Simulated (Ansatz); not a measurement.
**Lattice dynamics of NaCl (Fm-3m)**

Aim: the phonons of NaCl (Fm-3m) at a cell relaxed beforehand at this level. After the zone centre comes a 4×4×4 q mesh on a 8×8×8 k mesh.

Main program and level: Ansatz 0.2.0; DFT PBEsol, scalar-relativistic, plane waves, PAW.

Report form: the programs' logs are mostly left out.

The database entry behind the starting cell differs from later determinations by our own check (an axis about 0.4 % short against later determinations), so it need not match the best structure at ambient conditions.

**1. Set-up**

It takes space group Fm-3m (No. 225, cubic). The conventional cell has a = 5.602 Å, b = 5.602 Å, c = 5.602 Å, α = 90.00°, β = 90.00°, γ = 90.00°. Nearest to Na lie 6 Cl at 2.80 Å. Nearest to Cl lie 6 Na at 2.80 Å. Farther neighbours and most contacts between anions are not listed.

**2. Modes at Γ**

The cell comes from relaxations at this level that are not shown. The zone centre comes first: it holds the modes that light can see, as far as symmetry allows. The response to a homogeneous field gives the Born charges and the dielectric tensor.

input.yaml

```yaml
crystal:
  lattice:
    - [0.0, 2.8009522132, 2.8009522132]
    - [2.8009522132, 0.0, 2.8009522132]
    - [2.8009522132, 2.8009522132, 0.0]
  atoms:
    - { symbol: Na, position: [0.0, 0.0, 0.0] }
    - { symbol: Cl, position: [0.5, 0.5, 0.5] }
kpoints:
  mp_grid: { grid: [8, 8, 8] }
hamiltonian:
  xc: pbesol
scf:
  occupations: { method: fixed }
output:
  eigenvalues: true
phonons:
  method: dfpt
  dielectric: true
  rigid_motions: translations
```

Run with:

```bash
$ ansatz run input.yaml --threads 4 --pin off --max-ram 7168MiB --backend cpu --events-out ev --progress --plain --runs-dir out
```

It took 4.2 s on 4 threads of Arm Neoverse V1, shared host; peak memory 0.4 GiB; 15 s of CPU time.

This step gave:

- gap on the k-mesh: 5.011 eV
- volume per atom: 21.97 Å³
- sum-rule residual before enforcement: 3.62e-4 eV/Å²
- miss of the charge sum rule: 1.88e-5 e
- point group: m-3m
- highest optical mode at the zone centre (no LO-TO term): 166.4 cm⁻¹
- lowest optical zone-centre mode: 166.4 cm⁻¹
- mean high-frequency dielectric constant: 2.566
- largest Born charge (third of the trace): 1.092 e
- mean static dielectric constant: 6.023
- top of the zone-centre spectrum with the field: 254.9 cm⁻¹

Without the LO-TO term. Patterns of degenerate modes are one choice out of their space. Modes at Γ, with each element's share of the kinetic energy:

| mode | frequency (cm⁻¹) | symmetry | Na % | Cl % |
| --- | --- | --- | --- | --- |
| 1 | 0.0 | acoustic | 39 | 61 |
| 2 | 0.0 | acoustic | 39 | 61 |
| 3 | 0.0 | acoustic | 39 | 61 |
| 4 | 166.4 | T1u | 61 | 39 |
| 5 | 166.4 | T1u | 61 | 39 |
| 6 | 166.4 | T1u | 61 | 39 |

Displacements in mode 5 (166.4 cm⁻¹), the largest set to 1:
```
Na1  0.00  1.00  0.00
Cl2  0.00 -0.65  0.00
```

Optical modes at the zone centre, without and with the macroscopic field of the longitudinal modes; each column is sorted by frequency, so a row need not hold one and the same mode. Modes with and without the field, by row:

| rank among optical modes | no field (cm⁻¹) | q along (1, 0, 0) (cm⁻¹) |
| --- | --- | --- |
| 1 | 166.4 | 166.4 |
| 2 | 166.4 | 166.4 |
| 3 | 166.4 | 254.9 |

Born charge (rows field, columns displacement) (e), principal values of the symmetric part by kind of site:

| atom | atoms with these values | low | middle | high | mean |
| --- | --- | --- | --- | --- | --- |
| Na1 | 1 | 1.09 | 1.09 | 1.09 | 1.09 |
| Cl2 | 1 | -1.09 | -1.09 | -1.09 | -1.09 |

In full for Cl2:

```
-1.09  0.00  0.00
 0.00 -1.09  0.00
 0.00  0.00 -1.09
```

High-frequency dielectric tensor:

```
2.57 0.00 0.00
0.00 2.57 0.00
0.00 0.00 2.57
```

Static dielectric tensor (ions relaxed, fixed cell):

```
6.02 0.00 0.00
0.00 6.02 0.00
0.00 0.00 6.02
```

Transverse modes. Lines of the infrared spectrum (strongest = 100):

| position (cm⁻¹) | label | relative intensity |
| --- | --- | --- |
| 166 | T1u | 100 |

Before it was imposed, the acoustic sum rule was missed by 3.6e-4 eV/Å² and the charge sum rule by 1.9e-5 e. Small misses are needed for a sound result but don't prove that mesh and cutoff are converged. The lowest optical mode is real, 166 cm⁻¹.

**3. The dispersion**

Stability and thermal properties need the whole zone. Linear response on a 4×4×4 q mesh gives force constants as far as a supercell of that size would, and the tensors from the zone-centre run are typed in so that the long-range dipole term is interpolated apart.

input.yaml, the sections that differ from step 2:

```yaml
phonons:
  method: dfpt
  qmesh: [4, 4, 4]
  temperatures: { t_max: 1000, t_step: 50 }
  qpath:
    path:
      - [[0.0, 0.0, 0.0], [0.5, 0.0, 0.5], [0.625, 0.25, 0.625]]
      - [[0.375, 0.375, 0.75], [0.0, 0.0, 0.0], [0.5, 0.5, 0.5], [0.5, 0.25, 0.75], [0.5, 0.0, 0.5]]
    npoints: 10
  non_analytic_term:
    high_frequency_dielectric_tensor: [[2.5662, 0.0, 0.0], [0.0, 2.5662, 0.0], [0.0, 0.0, 2.5662]]
    born_effective_charges:
      - { species: Na, tensor: [[1.0918, 0.0, 0.0], [0.0, 1.0918, 0.0], [0.0, 0.0, 1.0918]] }
      - { species: Cl, tensor: [[-1.0918, 0.0, 0.0], [0.0, -1.0918, 0.0], [0.0, 0.0, -1.0918]] }
    source: "zone-centre run at this cell"
# crystal, kpoints, hamiltonian, scf, output: as in step 2
```

It took 60 s on 4 threads; peak memory 0.82 GiB.

This step gave:

```
sum-rule residual before enforcement                    : 4.03e-5 eV/Å²
lowest frequency on the path                            : 0 cm⁻¹
highest frequency on the path or at a solved wavevector : 254.9 cm⁻¹
mean frequency                                          : 142.3 cm⁻¹
Debye temperature (second moment)                       : 276 K
logarithmic mean frequency                              : 135 cm⁻¹
lowest mode on the q mesh (acoustic modes at Γ apart)   : 59.99 cm⁻¹
zero-point energy per atom                              : 26.47 meV
heat capacity at 300 K                                  : 23.92 J/(mol atoms K)
vibrational entropy at 300 K                            : 36.30 J/(mol atoms K)
```

Frequencies (cm⁻¹) solved at each irreducible wavevector; negative means imaginary. Frequencies by wavevector, by row:

| q in reciprocal lattice units | star | mode 1 | mode 2 | mode 3 | mode 4 | mode 5 | mode 6 |
| --- | --- | --- | --- | --- | --- | --- | --- |
| 0 0 0 | 1 | 0 | 0 | 0 | 166.4 | 166.4 | 166.4 |
| 0 0 0.25 | 8 | 70.7 | 70.7 | 107 | 157.6 | 157.6 | 242.8 |
| 0 0 -0.5 | 4 | 115.1 | 115.1 | 136.6 | 136.6 | 171.2 | 216.3 |
| 0 0.25 0.25 | 6 | 60 | 60 | 132.2 | 170.6 | 170.6 | 204.4 |
| 0 0.25 -0.5 | 24 | 93.6 | 120.7 | 135 | 160.7 | 173 | 189.6 |
| 0 0.25 -0.25 | 12 | 93.7 | 114.8 | 136.5 | 149.9 | 175.4 | 201.7 |
| 0 -0.5 -0.5 | 3 | 81.2 | 81.2 | 135.7 | 174.7 | 174.7 | 185.5 |
| 0.25 -0.5 -0.25 | 6 | 114.5 | 114.5 | 135 | 155.4 | 180.1 | 180.1 |

Interpolated from a 4×4×4 q mesh, with the LO-TO term (at Γ the limit along the path; where Γ stands inside the path, tables give the limit on arrival). Phonon branches along the path, in cm⁻¹:

| point | branch 1 | branch 2 | branch 3 | branch 4 | branch 5 | branch 6 |
| --- | --- | --- | --- | --- | --- | --- |
| Γ | 0 | 0 | 0 | 166 | 166 | 255 |
| halfway | 60 | 60 | 132 | 171 | 171 | 204 |
| X | 81 | 81 | 136 | 175 | 175 | 186 |
| halfway | 86 | 97 | 133 | 172 | 176 | 185 |
| U | 98 | 126 | 129 | 162 | 178 | 182 |
| jump to K | 98 | 126 | 129 | 162 | 178 | 182 |
| halfway | 72 | 93 | 125 | 145 | 173 | 225 |
| Γ | 0 | 0 | 0 | 166 | 166 | 255 |
| halfway | 71 | 71 | 107 | 158 | 158 | 243 |
| L | 115 | 115 | 137 | 137 | 171 | 216 |
| halfway | 111 | 118 | 141 | 153 | 174 | 191 |
| W | 114 | 114 | 135 | 155 | 180 | 180 |
| halfway | 93 | 106 | 131 | 169 | 176 | 184 |
| X | 81 | 81 | 136 | 175 | 175 | 186 |

The phonon density of states has structure finer than the step of the table below, so its rows give means over 10 cm⁻¹, whole bins alone (the curve runs from 1 to 255 cm⁻¹). Peaks (cm⁻¹: height): 109.0: 0.0533, 117.0: 0.0598, 137.0: 0.0874, 171.0: 0.0953, 177.0: 0.0863.

Tetrahedra on a 20×20×20 mesh, mean over bins of 2 cm-1. Interpolated from a 4×4×4 q mesh. Table of phonon density of states by wavenumber; means over each step:

| wavenumber (cm⁻¹) | phonon density of states (1/cm⁻¹/cell) |
| --- | --- |
| 10 | 1.2e-4 |
| 20 | 6.8e-4 |
| 30 | 0.00168 |
| 40 | 0.00320 |
| 50 | 0.00548 |
| 60 | 0.00882 |
| 70 | 0.0140 |
| 80 | 0.0242 |
| 90 | 0.0321 |
| 100 | 0.0366 |
| 110 | 0.0417 |
| 120 | 0.0431 |
| 130 | 0.0307 |
| 140 | 0.0546 |
| 150 | 0.0376 |
| 160 | 0.0572 |
| 170 | 0.0781 |
| 180 | 0.0631 |
| 190 | 0.0158 |
| 200 | 0.0130 |
| 210 | 0.0125 |
| 220 | 0.0102 |
| 230 | 0.00748 |
| 240 | 0.00543 |
| 250 | 0.00268 |

The partial phonon density of states has structure finer than the step of the table below, so its rows give means over 10 cm⁻¹, whole bins alone (the curve runs from -10 to 272 cm⁻¹). Peaks (cm⁻¹: height): Cl 117.6: 0.0355, 137.1: 0.0311, 170.8: 0.0403; Na 137.1: 0.0389, 177.9: 0.0461.

Phonopy on the run's constants, 17x17x17 mesh, Gaussian sigma 2.0 cm-1. Interpolated from a 4×4×4 q mesh. The partial phonon density of states by wavenumber; means over each step; values in 1/cm⁻¹/cell:

| wavenumber (cm⁻¹) | Cl | Na |
| --- | --- | --- |
| 0 | 3.7e-5 | 2.4e-5 |
| 10 | 5.5e-5 | 3.6e-5 |
| 20 | 4.4e-4 | 2.8e-4 |
| 30 | 0.00120 | 7.7e-4 |
| 40 | 0.00183 | 0.00116 |
| 50 | 0.00343 | 0.00217 |
| 60 | 0.00543 | 0.00346 |
| 70 | 0.00859 | 0.00561 |
| 80 | 0.0142 | 0.00963 |
| 90 | 0.0197 | 0.0128 |
| 100 | 0.0229 | 0.0133 |
| 110 | 0.0300 | 0.0130 |
| 120 | 0.0285 | 0.0112 |
| 130 | 0.0185 | 0.0157 |
| 140 | 0.0244 | 0.0284 |
| 150 | 0.0181 | 0.0207 |
| 160 | 0.0249 | 0.0318 |
| 170 | 0.0360 | 0.0410 |
| 180 | 0.0253 | 0.0375 |
| 190 | 0.00354 | 0.0132 |
| 200 | 0.00239 | 0.0104 |
| 210 | 0.00249 | 0.00972 |
| 220 | 0.00262 | 0.00765 |
| 230 | 0.00237 | 0.00513 |
| 240 | 0.00193 | 0.00355 |
| 250 | 0.00105 | 0.00174 |
| 260 | 4.7e-5 | 7.6e-5 |

Second derivatives of the energy by pair, one row for each kind of neighbour of each atom listed. Each entry sums the pair over the periodic images of the supercell that the q mesh stands for, and in a polar crystal it holds the long-range dipole part too. Force constants by pair, by row:

| atom | neighbour | distance (Å) | third of the trace (eV/Å²) | along the pair's line (eV/Å²) |
| --- | --- | --- | --- | --- |
| Na1 | itself | 0 | 2.087 | – |
| Na1 | Cl | 2.801 | -0.32 | -0.6082 |
| Na1 | Na | 3.961 | 0.0012 | -0.2361 |
| Na1 | Cl | 4.851 | -0.0031 | 0.1001 |
| Na1 | Na | 5.602 | -0.0488 | -0.1478 |
| Na1 | Cl | 6.263 | 0.0114 | 0.0684 |
| Na1 | Na | 6.861 | -0.0063 | -0.044 |
| Cl2 | itself | 0 | 2.503 | – |
| Cl2 | Na | 2.801 | -0.32 | -0.6082 |
| Cl2 | Cl | 3.961 | -0.0522 | -0.3222 |
| Cl2 | Na | 4.851 | -0.0031 | 0.1001 |
| Cl2 | Cl | 5.602 | -0.0044 | -0.0648 |
| Cl2 | Na | 6.263 | 0.0114 | 0.0684 |
| Cl2 | Cl | 6.861 | -0.0082 | -0.045 |

Harmonic thermodynamic functions per atom, from the density of states. Interpolated from a 4×4×4 q mesh. Thermodynamic functions, by row:

| T (K) | F_vib (meV/atom) | S (J/mol-atom/K) | C_V (J/mol-atom/K) |
| --- | --- | --- | --- |
| 0 | 26.47 | 0 | 0 |
| 50 | 25.98 | 3.46 | 8.164 |
| 100 | 21.86 | 12.53 | 17.66 |
| 200 | 0.91 | 26.82 | 22.73 |
| 300 | -32.08 | 36.3 | 23.92 |
| 400 | -73.47 | 43.25 | 24.36 |
| 500 | -121.2 | 48.71 | 24.57 |
| 600 | -174.1 | 53.2 | 24.68 |
| 700 | -231.3 | 57.01 | 24.75 |
| 800 | -292.1 | 60.32 | 24.79 |
| 900 | -356.2 | 63.24 | 24.82 |
| 1000 | -423.1 | 65.86 | 24.85 |

Harmonic mean-square displacement, third of the trace. Interpolated from a 4×4×4 q mesh. Mean square displacements, by row:

| T (K) | Na1 U_eq (Å²) | Cl2 U_eq (Å²) |
| --- | --- | --- |
| 0 | 0.00541 | 0.00404 |
| 100 | 0.00841 | 0.00688 |
| 300 | 0.02094 | 0.01779 |
| 600 | 0.041 | 0.03502 |

Symmetry leaves 8 wavevectors to solve. The lowest mode among them, the acoustic zeros apart, lies at q = (0, 0.25, 0.25) and is real, 60.0 cm⁻¹.

**4. The same by displaced supercells**

Finite displacements in a 2×2×2 supercell give force constants from forces alone. They are exact at the wavevectors that the supercell holds, where they check the linear-response result.

Changes to input.yaml since step 3:

```diff
@@ -17,4 +17,4 @@
 phonons:
-  method: dfpt
-  qmesh: [4, 4, 4]
+  method: fd
+  supercell: [2, 2, 2]
   temperatures: { t_max: 1000, t_step: 50 }
```

The job ended after 16 s (4 threads; peak memory 0.96 GiB; 58 s of CPU time).

This step gave:

```yaml
atoms_in_the_supercell: 16
sum_rule_residual_before_enforcement: 2.98e-4 eV/Å²
```

Interpolated from a 2×2×2 supercell, rough between the solved points, with the LO-TO term (at Γ the limit along the path; where Γ stands inside the path, tables give the limit on arrival). Phonon branches along the path, in cm⁻¹:

| point | branch 1 | branch 2 | branch 3 | branch 4 | branch 5 | branch 6 |
| --- | --- | --- | --- | --- | --- | --- |
| Γ | 0 | 0 | 0 | 166 | 166 | 255 |
| halfway | 62 | 62 | 133 | 174 | 174 | 207 |
| X | 81 | 81 | 136 | 175 | 175 | 186 |
| halfway | 84 | 96 | 132 | 172 | 176 | 185 |
| U | 92 | 123 | 128 | 162 | 178 | 185 |
| jump to K | 92 | 123 | 128 | 162 | 178 | 185 |
| halfway | 72 | 97 | 126 | 140 | 177 | 226 |
| Γ | 0 | 0 | 0 | 166 | 166 | 255 |
| halfway | 73 | 73 | 108 | 156 | 156 | 243 |
| L | 115 | 115 | 137 | 137 | 171 | 216 |
| halfway | 108 | 110 | 145 | 151 | 172 | 196 |
| W | 111 | 111 | 133 | 151 | 183 | 183 |
| halfway | 91 | 104 | 129 | 168 | 178 | 185 |
| X | 81 | 81 | 136 | 175 | 175 | 186 |

The phonon density of states has structure finer than the step of the table below, so its rows give means over 10 cm⁻¹, whole bins alone (the curve runs from 1 to 255 cm⁻¹). Peaks (cm⁻¹: height): 105.0: 0.0488, 115.0: 0.0666, 137.0: 0.0577, 155.0: 0.0665, 177.0: 0.0804, 185.0: 0.0705.

Tetrahedra on a 20×20×20 mesh, mean over bins of 2 cm-1. Interpolated from a 2×2×2 supercell, rough between the solved points. The phonon density of states by wavenumber; means over each step:

wavenumber (cm⁻¹), phonon density of states (1/cm⁻¹/cell) and a bar:
```
       10     0.0001 
       20     0.0006 
       30     0.0015 #
       40     0.0029 #
       50     0.0051 ##
       60     0.0083 ####
       70     0.0137 ######
       80     0.0266 ############
       90     0.0363 ################
      100     0.0411 ##################
      110     0.0464 #####################
      120     0.0309 ##############
      130     0.0386 #################
      140     0.0468 #####################
      150     0.0399 ##################
      160     0.0527 #######################
      170     0.0677 ##############################
      180     0.0588 ##########################
      190     0.0246 ###########
      200     0.0152 #######
      210     0.0144 ######
      220     0.0113 #####
      230     0.0080 ###
      240     0.0056 ##
      250     0.0027 #
```

At Γ the two methods differ by at most 0.0 cm⁻¹.

**5. Results**

```json
{
  "space group (within 0.01 Å)": "Fm-3m",
  "volume per atom": "22.0 Å³",
  "gap on the k-mesh": "5.01 eV",
  "highest optical mode at the zone centre (no LO-TO term)": "166 cm⁻¹",
  "top of the zone-centre spectrum with the field": "255 cm⁻¹",
  "lowest optical zone-centre mode": "166 cm⁻¹",
  "mean high-frequency dielectric constant": "2.57",
  "mean static dielectric constant": "6.02",
  "largest Born charge (third of the trace)": "1.09 e",
  "lowest mode on the q mesh (acoustic modes at Γ apart)": "60.0 cm⁻¹",
  "highest frequency on the path or at a solved wavevector": "255 cm⁻¹",
  "zero-point energy per atom": "26.5 meV",
  "heat capacity at 300 K": "23.9 J/(mol atoms K)",
  "vibrational entropy at 300 K": "36.3 J/(mol atoms K)",
  "Debye temperature (second moment)": "276 K",
  "imaginary modes on the 4×4×4 q mesh": "none"
}
```

In words: The structure is a minimum as far as tested: no mode is imaginary at the 8 irreducible wavevectors of the 4×4×4 mesh, and the softest away from the acoustic zeros lies at 60 cm⁻¹. Without the field, the optical modes at Γ form one degenerate level at 166 cm⁻¹. With the macroscopic field of the longitudinal modes the top of the zone-centre spectrum lies at 255 cm⁻¹, against 166 cm⁻¹ without it. Lattice motion raises the mean dielectric constant from 2.566 to 6.023. The strongest infrared line is at 166 cm⁻¹. Finite displacements and linear response differ by 0.0 cm⁻¹ in the highest zone-centre mode. These are harmonic frequencies at zero temperature: anharmonic shifts, linewidths and thermal expansion are left out.

[Logs are printed without paths, hosts, clocks, repeated set-up lines and the standing remarks that a program may print on its own settings, such as how far it seeks lower states.]

[Hosts, paths, dates, database ids (printed as entryN), source tags and the programs' standing remarks are cut or masked in the printed files.]
